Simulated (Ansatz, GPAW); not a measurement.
# Screening of a field by 1T-SnSeTe bilayer, AA, part 2 of 2

Aim: the dipole that a field along the normal induces in 1T-SnSeTe bilayer, AA.

GPAW 26.7.0 and Ansatz 0.2.0; Ansatz plane waves; layer without images along its normal, relaxation of atoms and in-plane cell, with D3(BJ) dispersion (the session's first sound run).

So far. Step 2 (Relaxing the atoms): The relaxation lowered the energy of the cell by 4.70 eV.

**3. The slab's potential**

The work function is the vacuum plateau of the electrostatic potential less the Fermi level; a dipole layer lets the two faces have plateaus of their own.

This step: GPAW, PAW setups; slab in vacuum (GPAW 26.7.0).

The cell differs from the one that the last finished run ended in (c 40.482 → 23.606 Å).

Contents of run.py:

```python
import json
import numpy as np
from ase import Atoms
from gpaw import GPAW, PW

slab = Atoms(
    ['Te', 'Sn', 'Se', 'Te', 'Sn', 'Se'],
    positions=[
        [1.97657, 1.14117, 7.00000],
        [0.00000, -0.00000, 8.83560],
        [0.00000, 2.28235, 10.41604],
        [1.97657, 1.14117, 13.19198],
        [-0.00000, 0.00000, 15.03863],
        [0.00000, 2.28235, 16.60623]],
    cell=[[3.95314, 0.0, -0.0], [-1.97657, 3.42352, 0.0], [-0.0, 0.0, 23.6062]],
    pbc=[True, True, False])

slab.calc = GPAW(mode=PW(400), xc='PBE', kpts={'size': (9, 9, 1), 'gamma': True},
                 occupations={'name': 'fermi-dirac', 'width': 0.05}, nbands='140%',
                 convergence={'density': 1e-05}, maxiter=200,
                 poissonsolver={'dipolelayer': 'xy'},
                 symmetry={'tolerance': 1e-3}, txt='slab.txt')
result = {}
energy = slab.get_potential_energy()
fermi = slab.calc.get_fermi_level()
v = slab.calc.get_electrostatic_potential().mean((0, 1)) - fermi
n = slab.calc.get_pseudo_density().mean((0, 1))
L = slab.cell[2, 2]
z = np.arange(len(v)) * L / len(v)
low, high = slab.positions[:, 2].min(), slab.positions[:, 2].max()
below, above = np.interp([low - 4.8, high + 4.8], z, v)
slopes = [np.interp(x, z, np.gradient(v, z)) for x in (low - 4.8, high + 4.8)]
eps = np.array([[slab.calc.get_eigenvalues(k, s) for k in range(len(slab.calc.get_ibz_k_points()))]
                for s in range(slab.calc.get_number_of_spins())]) - fermi
top, bottom = eps[eps < 0].max(), eps[eps > 0].min()
dipole = slab.get_dipole_moment()[2]
print(f'energy {energy:.4f} eV, Fermi level {fermi:.4f} eV, dipole {dipole:.5f} e A')
print(f'potential 4.8 A off the faces, from the Fermi level: lower {below:.4f} eV, upper {above:.4f} eV')
print(f'slope of the potential there: lower {slopes[0]:.5f}, upper {slopes[1]:.5f} eV/A')
print(f'nearest levels on the mesh: {top:.4f} and {bottom:.4f} eV')
print('magnetic moment', round(slab.get_magnetic_moment(), 3))
result.update(energy=energy, fermi=fermi, dipole=dipole, below=below, above=above, slopes=slopes, edges=[top, bottom],
              z=z.tolist(), v=v.tolist(), n=n.tolist(), positions=slab.positions.tolist(),
              forces=slab.get_forces(apply_constraint=False).tolist(), moments=slab.get_magnetic_moments().tolist())
json.dump(result, open('result.json', 'w'))
```

Started as:

```bash
> OMP_NUM_THREADS=1 OPENBLAS_NUM_THREADS=1 python run.py
```

The log of the run:

```text
energy -22.2631 eV, Fermi level 0.7226 eV, dipole -0.03066 e A
potential 4.8 A off the faces, from the Fermi level: lower 4.9205 eV, upper 5.3259 eV
slope of the potential there: lower -0.00018, upper 0.00012 eV/A
nearest levels on the mesh: -0.0266 and 0.0123 eV
magnetic moment 0.0
```

Wall time 69 s (1 thread of Arm Neoverse V1, shared host); peak memory 0.26 GiB.

Numbers from this step:

| Property | Result |
| --- | --- |
| dipole along the normal | -0.03066 e·Å |
| levels nearest the Fermi level on the mesh | -0.02659, 0.01228 eV from the Fermi level |
| upper work function | 5.326 eV |
| lower work function | 4.921 eV |

The electrostatic potential energy of an electron (without an applied field's), less the Fermi level, planar mean oscillates, so the rows of the table below give means over windows of 1.9 Å about each position, cut where the curve ends. Its maxima inside the range that stand out by 2 % of the span (Å: eV): 7.9: -2.94, 9.7: -4.00, 11.7: 3.43, 14.1: -2.82, 15.9: -4.12. Its minima: 7.0: -15.5, 8.9: -13.8, 10.4: -13.3, 13.2: -15.6, 15.1: -13.7, 16.5: -13.2.

Table of electrostatic potential energy of an electron (without an applied field's), less the Fermi level, planar mean by z; means over each step:

```csv
z (Å),"electrostatic potential energy of an electron (without an applied field's), less the Fermi level, planar mean (eV)"
0.95,4.94
2.85,4.92
4.75,4.65
6.65,-6.69
8.55,-7.90
10.45,-5.85
12.35,-3.19
14.25,-8.30
16.15,-8.18
18.05,3.74
19.95,5.32
21.85,5.33
```

Pseudo valence density, planar mean against z:

```csv
z (Å),"pseudo valence density, planar mean (e/Å³)"
0.00,0
0.63,0
1.26,0
1.90,2.2e-6
2.53,8.2e-6
3.16,5.1e-5
3.79,2.9e-4
4.43,0.00172
5.06,0.0101
5.69,0.0566
6.32,0.217
6.96,0.0894
7.59,0.296
8.22,0.333
8.85,1.07
9.48,0.347
10.12,0.308
10.75,0.273
11.38,0.117
12.01,0.0956
12.65,0.242
13.28,0.105
13.91,0.286
14.54,0.421
15.18,0.982
15.81,0.328
16.44,0.232
17.07,0.267
17.70,0.0710
18.34,0.0113
18.97,0.00174
19.60,2.7e-4
20.23,4.4e-5
20.87,7.0e-6
21.50,1.3e-6
22.13,0
22.76,0
23.40,0
```

Force by atom:

```csv
atom,x (eV/Å),y (eV/Å),z (eV/Å),size
Te1,0.0000,0.0000,-0.0753,0.0753
Sn2,0.0000,0.0000,-0.0857,0.0857
Se3,0.0000,0.0000,-0.0286,0.0286
Te4,0.0000,0.0000,0.0703,0.0703
Sn5,0.0000,0.0000,0.0364,0.0364
Se6,0.0000,0.0000,0.0812,0.0812
```

The potential is flat to 1.8e-4 eV/Å where it is read, so the vacuum is wide enough. The geometry is the other program's minimum (found with a dispersion term); here the largest force on a free atom is 0.086 eV/Å.

**4. Field on**

A uniform field along the normal polarises the slab; the atoms stay fixed, so this is the electronic response alone.

run.py, as its differences from that of step 3:

```diff
@@ -4,2 +4,3 @@
 from gpaw import GPAW, PW
+from gpaw.external import ConstantElectricField
 
@@ -21,2 +22,3 @@
                  poissonsolver={'dipolelayer': 'xy'},
+                 external=ConstantElectricField(-0.2, [0, 0, 1]),
                  symmetry={'tolerance': 1e-3}, txt='slab.txt')
```

The log of the run:

```text
energy -22.2869 eV, Fermi level 0.7383 eV, dipole -0.20791 e A
potential 4.8 A off the faces, from the Fermi level: lower 3.7057 eV, upper 6.4861 eV
slope of the potential there: lower -0.00009, upper 0.00019 eV/A
nearest levels on the mesh: -0.0261 and 0.0127 eV
magnetic moment 0.0
```

The job ended after 3.6 min (1 thread; peak memory 0.44 GiB).

This step gave:

```
dipole along the normal                                         : -0.2079 e·Å
levels nearest the Fermi level on the mesh                      : -0.02610, 0.01265 eV from the Fermi level
potential below the slab, the applied field's own ramp left out : 3.706 eV from the Fermi level
potential above the slab, the applied field's own ramp left out : 6.486 eV from the Fermi level
```

The electrostatic potential energy of an electron (without an applied field's), less the Fermi level, planar mean oscillates, so the rows of the table below give means over windows of 1 Å about each position, cut where the curve ends. Its maxima inside the range that stand out by 2 % of the span (Å: eV): 7.9: -3.71, 9.7: -4.42, 11.7: 3.40, 14.1: -2.36, 15.9: -3.32, 21.8: 6.49. Its minima: 7.0: -16.5, 8.9: -14.4, 10.4: -13.6, 13.2: -15.3, 15.1: -13.1, 16.5: -12.3.

Electrostatic potential energy of an electron (without an applied field's), less the Fermi level, planar mean against z; means over each step:

```csv
z (Å),"electrostatic potential energy of an electron (without an applied field's), less the Fermi level, planar mean (eV)"
0,4.23
1,3.71
2,3.71
3,3.71
4,3.69
5,3.45
6,-0.350
7,-13.0
8,-5.80
9,-11.2
10,-8.32
11,-3.03
12,2.04
13,-10.8
14,-4.79
15,-10.3
16,-5.91
17,-4.65
18,5.55
19,6.43
20,6.48
21,6.49
22,6.49
23,6.35
```

Force by atom:

```csv
atom,x (eV/Å),y (eV/Å),z (eV/Å),size
Te1,0.000,0.000,-0.079,0.079
Sn2,0.000,0.000,-0.095,0.095
Se3,0.000,0.000,-0.016,0.016
Te4,0.000,0.000,0.097,0.097
Sn5,0.000,0.000,-0.010,0.010
Se6,0.000,0.000,0.102,0.102
```

The dipole is now -0.208 e Å, against -0.031 in the run without a field.

**5. Field on**

run.py, as its differences from that of step 4:

```diff
@@ -22,3 +22,3 @@
                  poissonsolver={'dipolelayer': 'xy'},
-                 external=ConstantElectricField(-0.2, [0, 0, 1]),
+                 external=ConstantElectricField(-0.1, [0, 0, 1]),
                  symmetry={'tolerance': 1e-3}, txt='slab.txt')
```

The log of the run:

```text
energy -22.2706 eV, Fermi level 0.7309 eV, dipole -0.11908 e A
potential 4.8 A off the faces, from the Fermi level: lower 4.3125 eV, upper 5.9049 eV
slope of the potential there: lower -0.00013, upper 0.00015 eV/A
nearest levels on the mesh: -0.0262 and 0.0124 eV
magnetic moment 0.0
```

The job ended after 3.4 min (1 thread; peak memory 0.44 GiB).

This step gave:

| Property | Result |
| --- | --- |
| dipole along the normal | -0.1191 e·Å |
| levels nearest the Fermi level on the mesh | -0.02620, 0.01239 eV from the Fermi level |
| potential below the slab, the applied field's own ramp left out | 4.313 eV from the Fermi level |
| potential above the slab, the applied field's own ramp left out | 5.905 eV from the Fermi level |

Electrostatic potential energy of an electron (without an applied field's), less the Fermi level, planar mean against z:

z (Å), electrostatic potential energy of an electron (without an applied field's), less the Fermi level, planar mean (eV) and a bar from the least value:
```
      0.0        5.1 #############################
      0.5        4.3 ############################
      1.0        4.3 ############################
      1.5        4.3 ############################
      2.0        4.3 ############################
      2.5        4.3 ############################
      3.0        4.3 ############################
      3.5        4.3 ############################
      4.0        4.3 ############################
      4.5        4.3 ############################
      5.0        4.1 ############################
      5.5        3.5 ###########################
      6.0        1.2 ########################
      6.5       -6.7 #############
      7.0      -16.0 
      7.5       -7.8 ###########
      8.0       -3.4 #################
      8.5      -10.1 ########
      9.0      -12.9 ####
      9.5       -5.1 ###############
     10.0       -7.1 ############
     10.5      -12.7 ####
     11.0       -1.6 ####################
     11.5        3.1 ##########################
     12.0        2.8 ##########################
     12.5       -2.2 ###################
     13.0      -13.4 ####
     13.5      -11.4 ######
     14.0       -3.0 ##################
     14.5       -5.8 ##############
     15.0      -13.3 ####
     15.5       -7.3 ############
     16.0       -4.2 ################
     16.5      -12.2 #####
     17.0       -4.9 ###############
     17.5        3.1 ##########################
     18.0        5.2 #############################
     18.5        5.8 ##############################
     19.0        5.9 ##############################
     19.5        5.9 ##############################
     20.0        5.9 ##############################
     20.5        5.9 ##############################
     21.0        5.9 ##############################
     21.5        5.9 ##############################
     22.0        5.9 ##############################
     22.5        5.9 ##############################
     23.0        5.9 ##############################
     23.5        5.4 #############################
```

Force by atom:

```csv
atom,x (eV/Å),y (eV/Å),z (eV/Å),size
Te1,0.0000,0.0000,-0.0766,0.0766
Sn2,0.0000,0.0000,-0.0904,0.0904
Se3,0.0000,0.0000,-0.0223,0.0223
Te4,0.0000,0.0000,0.0826,0.0826
Sn5,0.0000,0.0000,0.0137,0.0137
Se6,0.0000,0.0000,0.0918,0.0918
```

The dipole is now -0.119 e Å, against -0.031 in the run without a field.

**6. In a field**

run.py, as its differences from that of step 5:

```diff
@@ -22,3 +22,3 @@
                  poissonsolver={'dipolelayer': 'xy'},
-                 external=ConstantElectricField(-0.1, [0, 0, 1]),
+                 external=ConstantElectricField(-0.05, [0, 0, 1]),
                  symmetry={'tolerance': 1e-3}, txt='slab.txt')
```

The log of the run:

```text
energy -22.2657 eV, Fermi level 0.7268 eV, dipole -0.07474 e A
potential 4.8 A off the faces, from the Fermi level: lower 4.6161 eV, upper 5.6154 eV
slope of the potential there: lower -0.00015, upper 0.00014 eV/A
nearest levels on the mesh: -0.0264 and 0.0123 eV
magnetic moment 0.0
```

Run time: 3.6 min. Hardware: 1 thread; peak memory 0.44 GiB.

**7. In a field**

run.py, as its differences from that of step 6:

```diff
@@ -22,3 +22,3 @@
                  poissonsolver={'dipolelayer': 'xy'},
-                 external=ConstantElectricField(-0.05, [0, 0, 1]),
+                 external=ConstantElectricField(0.05, [0, 0, 1]),
                  symmetry={'tolerance': 1e-3}, txt='slab.txt')
```

The log of the run:

```text
energy -22.2627 eV, Fermi level 0.7183 eV, dipole 0.01405 e A
potential 4.8 A off the faces, from the Fermi level: lower 5.2251 eV, upper 5.0368 eV
slope of the potential there: lower -0.00020, upper 0.00011 eV/A
nearest levels on the mesh: -0.0269 and 0.0123 eV
magnetic moment 0.0
```

Wall time 4.4 min (1 thread); peak memory 0.44 GiB.

The electrostatic potential energy of an electron (without an applied field's), less the Fermi level, planar mean oscillates, so the rows of the table below give means over windows of 1.9 Å about each position, cut where the curve ends. Its maxima inside the range that stand out by 2 % of the span (Å: eV): 7.9: -2.75, 9.7: -3.90, 11.7: 3.43, 14.1: -2.94, 15.9: -4.32. Its minima: 7.1: -15.3, 8.9: -13.6, 10.4: -13.3, 13.2: -15.7, 15.1: -13.9, 16.5: -13.4.

The electrostatic potential energy of an electron (without an applied field's), less the Fermi level, planar mean by z; means over each step:

```csv
z (Å),"electrostatic potential energy of an electron (without an applied field's), less the Fermi level, planar mean (eV)"
0.95,5.22
2.85,5.22
4.75,4.95
6.65,-6.44
8.55,-7.74
10.45,-5.79
12.35,-3.22
14.25,-8.42
16.15,-8.40
18.05,3.47
19.95,5.03
21.85,5.04
```

**8. In a field**

run.py, as its differences from that of step 7:

```diff
@@ -22,3 +22,3 @@
                  poissonsolver={'dipolelayer': 'xy'},
-                 external=ConstantElectricField(0.05, [0, 0, 1]),
+                 external=ConstantElectricField(0.1, [0, 0, 1]),
                  symmetry={'tolerance': 1e-3}, txt='slab.txt')
```

The log of the run:

```text
energy -22.2645 eV, Fermi level 0.7138 eV, dipole 0.05846 e A
potential 4.8 A off the faces, from the Fermi level: lower 5.5302 eV, upper 4.7481 eV
slope of the potential there: lower -0.00023, upper 0.00010 eV/A
nearest levels on the mesh: -0.0273 and 0.0123 eV
magnetic moment 0.0
```

The job ended after 4.1 min (1 thread; peak memory 0.44 GiB).

The dipole is now 0.0585 e Å, against -0.031 in the run without a field.

**9. In a field**

run.py, as its differences from that of step 8:

```diff
@@ -22,3 +22,3 @@
                  poissonsolver={'dipolelayer': 'xy'},
-                 external=ConstantElectricField(0.1, [0, 0, 1]),
+                 external=ConstantElectricField(0.2, [0, 0, 1]),
                  symmetry={'tolerance': 1e-3}, txt='slab.txt')
```

The log of the run:

```text
energy -22.2749 eV, Fermi level 0.7043 eV, dipole 0.14728 e A
potential 4.8 A off the faces, from the Fermi level: lower 6.1417 eV, upper 4.1716 eV
slope of the potential there: lower -0.00030, upper 0.00008 eV/A
nearest levels on the mesh: -0.0283 and 0.0125 eV
magnetic moment 0.0
```

Elapsed: 3.2 min, on 1 thread; peak memory 0.44 GiB.

The dipole is now 0.147 e Å, against -0.031 in the run without a field.

**10. Field on**

run.py, as its differences from that of step 9:

```diff
@@ -22,3 +22,3 @@
                  poissonsolver={'dipolelayer': 'xy'},
-                 external=ConstantElectricField(0.2, [0, 0, 1]),
+                 external=ConstantElectricField(0.3, [0, 0, 1]),
                  symmetry={'tolerance': 1e-3}, txt='slab.txt')
```

The log of the run:

```text
energy -22.2941 eV, Fermi level 0.6940 eV, dipole 0.23614 e A
potential 4.8 A off the faces, from the Fermi level: lower 6.7552 eV, upper 3.5966 eV
slope of the potential there: lower -0.00038, upper 0.00007 eV/A
nearest levels on the mesh: -0.0297 and 0.0129 eV
magnetic moment 0.0
```

It took 3.7 min on 1 thread; peak memory 0.44 GiB.

The dipole is now 0.236 e Å, against -0.031 in the run without a field.

**11. The series**

The members are put on one axis.

This step: induced dipole against applied field (GPAW 26.7.0).

Dipole along the normal against field:

```csv
field (V/Å),dipole along the normal (e·Å)
-0.200,-0.208
-0.100,-0.119
-0.050,-0.0747
0.000,-0.0307
0.050,0.0141
0.100,0.0585
0.200,0.147
0.300,0.236
```

**12. Results**

```json
{"work function, upper and lower face": "5.326 and 4.921 eV", "dipole along the normal": "-0.0307 e Å", "induced dipole per field": "0.888 e Å per V/Å", "out-of-plane polarisability per area, α/(ε0 A)": "11.9 Å"}
```

The field induces 0.888 e Å per V/Å, a polarisable thickness α/(ε0 A) of 11.9 Å beside 9.61 Å between the outermost nuclei. A perfect conductor would give the distance between its two image planes; a dielectric of thickness t gives t(1 - 1/ε). The two faces differ by 0.41 eV, the step that the slab's dipole makes (e p/(ε0 A) gives 0.41 eV), so the dipole layer is needed. The induced dipole is linear in the field over this range. The starting lattice was a guess from atomic radii; the relaxation moved it by 3 %. The layers' spacing was relaxed with a D3(BJ) dispersion term, which the later single points do not need. The layer's cell and atoms come from the relaxation; spin-orbit coupling and temperature are left out.

[Logs are printed without paths, hosts, clocks, repeated set-up lines and the standing remarks that a program may print on its own settings, such as how far it seeks lower states.]

[Hosts, paths, dates, database ids (printed as entryN), source tags and the programs' standing remarks are cut or masked in the printed files.]
